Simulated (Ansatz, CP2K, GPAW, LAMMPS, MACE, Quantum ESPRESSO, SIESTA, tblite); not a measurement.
# How far do other methods lie from plane waves? Cu22Zr78 (at. %) with crystalline order left by the classical run (65 atoms)

Aim: forces, pressure of Cu22Zr78 (at. %) with crystalline order left by the classical run (65 atoms) at one geometry, from other programs and methods, against plane-wave PBE.

Results are calculated, not measured.

In doubt: a PseudoDojo file used here is known to give poor structures and forces (SIESTA), which bears on pressures, cells, forces and phonons.

**1. The structure**

The cell holds 65 atoms (14 Cu and 51 Zr), with edges of 11.10, 11.10 and 11.10 Å. Recipe: 65 atoms (14 Cu, 51 Zr) placed at random at 6.15 g/cm³, melted at 2200 K for 10 ps at fixed volume with the Finnis-Sinclair Cu-Zr potential (Mendelev, file CuZr_mm.eam.fs of the LAMMPS distribution). Quenched from 2200 K to 300 K at 3 K/ps and zero pressure, held 5 ps, then minimised at fixed cell. The density is 6.73 g/cm³.

**2. The reference input**

Quantum ESPRESSO 7.5: Kohn-Sham DFT, PBE, SSSP efficiency 1.3.0 pseudopotentials, plane waves. Its input, pw.in:

```
&control
  calculation = 'scf'
  pseudo_dir = './pseudo'
  outdir = './tmp'
  disk_io = 'none'
  tprnfor = .true.
  tstress = .true.
/
&system
  ibrav = 0
  nat = 65
  ntyp = 2
  ecutwfc = 60
  ecutrho = 480
  nosym = .true.
  occupations = 'smearing'
  smearing = 'fd'
  degauss = 0.003675
/
&electrons
  conv_thr = 3.3e-07
  electron_maxstep = 100
  mixing_beta = 0.2
  mixing_mode = 'local-TF'
  diagonalization = 'david'
/
ATOMIC_SPECIES
Cu 63.546 Cu.upf
Zr 91.224 Zr.upf
CELL_PARAMETERS angstrom
11.10125 0.00000 0.00000
0.00000 11.10125 0.00000
0.00000 0.00000 11.10125
ATOMIC_POSITIONS crystal
Cu 0.67206 0.72032 0.06804
Cu 0.76895 0.63071 0.74615
Cu 0.60178 0.97438 0.48174
Cu 0.66798 0.35542 0.16846
[... 59 atom lines left out ...]
Zr 0.38192 0.56568 0.74841
Zr 0.00703 0.18735 0.57619
K_POINTS gamma
```

```console
$ OMP_NUM_THREADS=1 mpirun -np 4 pw.x -in pw.in > output.txt
```

The job ended after 7.1 min (4 MPI ranks of Arm Neoverse V1, shared host; peak memory 5.6 GiB).

It converged with an r.m.s. force component of 0.27 eV/Å and a pressure of -0.84 GPa.

**3. What was run beside it**

- CP2K 2026.2: Gaussian basis with GTH pseudopotentials and a plane-wave density; labels give functional, basis (MOLOPT sets; SR short-range, UZH the newer set with its own potentials), grid cutoff/relative cutoff and solver (OT: orbital transformation; TRS4, TC2, SIGN: linear-scaling purification with its sparsity filter), or its built-in tight binding.
- MACE: machine-learned potential, published weights.
- SIESTA 5.4.2: numerical atomic orbitals, whose automatically made sets are far from complete, with PseudoDojo norm-conserving potentials that we converted to its format (checked against plane waves on the same files for H, C, O, Si, Ge and Ca alone); labels give functional, basis size, energy shift and mesh cutoff.

All use the same cell and atoms, and the electronic-structure runs the same k-mesh.

**4. Side by side**

Differences are against the reference: forces as r.m.s. over components, share as that over the reference's r.m.s. force, slope as the fitted ratio of a run's forces to the reference's.

```
                                                           run  Δ force, r.m.s. (meV/Å)  share (%)  slope  Δ pressure (GPa)  cores  CPU time  memory (GiB)
                                                     reference                        -          -      -                 -      4    28 min           5.6
 CP2K PBE, DZVP-MOLOPT-SR, 560/50 Ry, diagonalisation (coarse)                     24.0       8.76  0.993             0.128      4    34 min           8.5
          CP2K PBE, DZVP-MOLOPT-SR, 800/50 Ry, diagonalisation                     21.1       7.71  0.994             0.128      2    29 min           6.5
                                   MACE MP-0b2 small potential                      226       82.3  0.463             -1.02      1     7.5 s          0.66
                                  MACE MP-0b3 medium potential                      209       76.3  0.402            0.0287      1     8.7 s          0.82
                                   MACE MPA-0 medium potential                      177       64.6  0.472            -0.106      1     8.7 s          0.83
                   SIESTA PBE, DZP, shift 0.01 Ry, mesh 500 Ry                     43.6       15.9  1.042             -1.76      2    19 min           2.7
          SIESTA PBE, SZP, shift 0.01 Ry, mesh 500 Ry (coarse)                     52.5       19.1  1.047            -0.590      2    14 min           2.3
SIESTA revPBE, PBE potentials, DZP, shift 0.01 Ry, mesh 500 Ry                     51.7       18.9  1.048            0.0978      2    19 min           2.7
```

Rows marked coarse were listed beforehand as settings not expected to be converged; some can still land near the reference.

Times of the machine-learned potentials are mostly Python's start and the loading of weights.

Runs without a result: tblite GFN1-xTB (not converged); CP2K GFN1-xTB, diagonalisation (not converged); GPAW PBE, LCAO dzp, h 0.2 Å (cut off at its time limit); GPAW RPBE, LCAO dzp, h 0.2 Å (cut off at its time limit); GPAW PBE, LCAO dzp, h 0.2 Å, other mixer settings (cut off at its time limit); GPAW PBE, LCAO sz(dzp), h 0.2 Å (cut off at its time limit).

CPU time is summed over cores on shared hosts, so it is rough.

**5. Findings**

Forces lie from 7.7 % (CP2K PBE, DZVP-MOLOPT-SR, 800/50 Ry, diagonalisation) to 82 % (MACE MP-0b2 small potential) of the reference's r.m.s. force of 0.27 eV/Å away from it. The PBE runs in local orbitals, coarse settings apart, differ by 7.7 % (CP2K PBE, DZVP-MOLOPT-SR, 800/50 Ry, diagonalisation) to 16 % (SIESTA PBE, DZP, shift 0.01 Ry, mesh 500 Ry); basis, grid and potentials can all enter. Machine-learned potentials differ by 65 % (MACE MPA-0 medium potential) to 82 % (MACE MP-0b2 small potential); they were trained on other programs' data. Among those trained on PBE data the slope goes as low as 0.40, with a correlation of 0.65, so directions differ as well as sizes. Rows with another functional or a dispersion term differ by 19 % (SIESTA revPBE, PBE potentials, DZP, shift 0.01 Ry, mesh 500 Ry), which mixes the change of model with differences of basis and potentials, some of them made for another functional.

Runs with settings chosen to be coarse differ by 8.8 % (CP2K PBE, DZVP-MOLOPT-SR, 560/50 Ry, diagonalisation) to 19 % (SIESTA PBE, SZP, shift 0.01 Ry, mesh 500 Ry), their programs' other errors included. From CP2K PBE, DZVP-MOLOPT-SR, 560/50 Ry, diagonalisation to the finer CP2K PBE, DZVP-MOLOPT-SR, 800/50 Ry, diagonalisation the share falls from 8.8 to 7.7 %. Pressures at PBE, coarse settings apart, lie -1.76 to +0.13 GPa from the reference's.

**Limits.** The potentials hold different valence shells: 766 electrons in the reference, 878 in SIESTA; this bears on time and differences. The reference's pressure holds the uncorrected Pulay stress of its 60 Ry basis, so small pressure differences may be the reference's own error. A potential file of the SIESTA runs is in doubt, which bears on their forces and pressure. Machine-learned potentials mimic data converged in k, so the reference's own k-point error enters their differences. The quench rate of 3 K/ps is many orders above laboratory rates, so the cell is likely richer in defects and strain than a real sample. The network of bonds at the start is that of the classical potential that made the cell, and needn't be the one that DFT or experiment would give. The electronic-structure runs sample only Γ, in a cell whose shortest periodic width is 11 Å, which is coarse for a cell with partly filled levels. The reference has no spin polarisation, so local moments can't form. Where levels are smeared, the DFT runs use Fermi–Dirac occupations at 580 K (0.05 eV), and energies are free energies. The reference's cutoffs and mesh weren't converged further here.

[Logs are printed without paths, hosts, clocks, repeated set-up lines and the standing remarks that a program may print on its own settings, such as how far it seeks lower states.]

[Hosts, paths, dates, database ids (printed as entryN), source tags and the programs' standing remarks are cut or masked in the printed files.]

[Cells were taken only where this reference lay near another plane-wave run.]
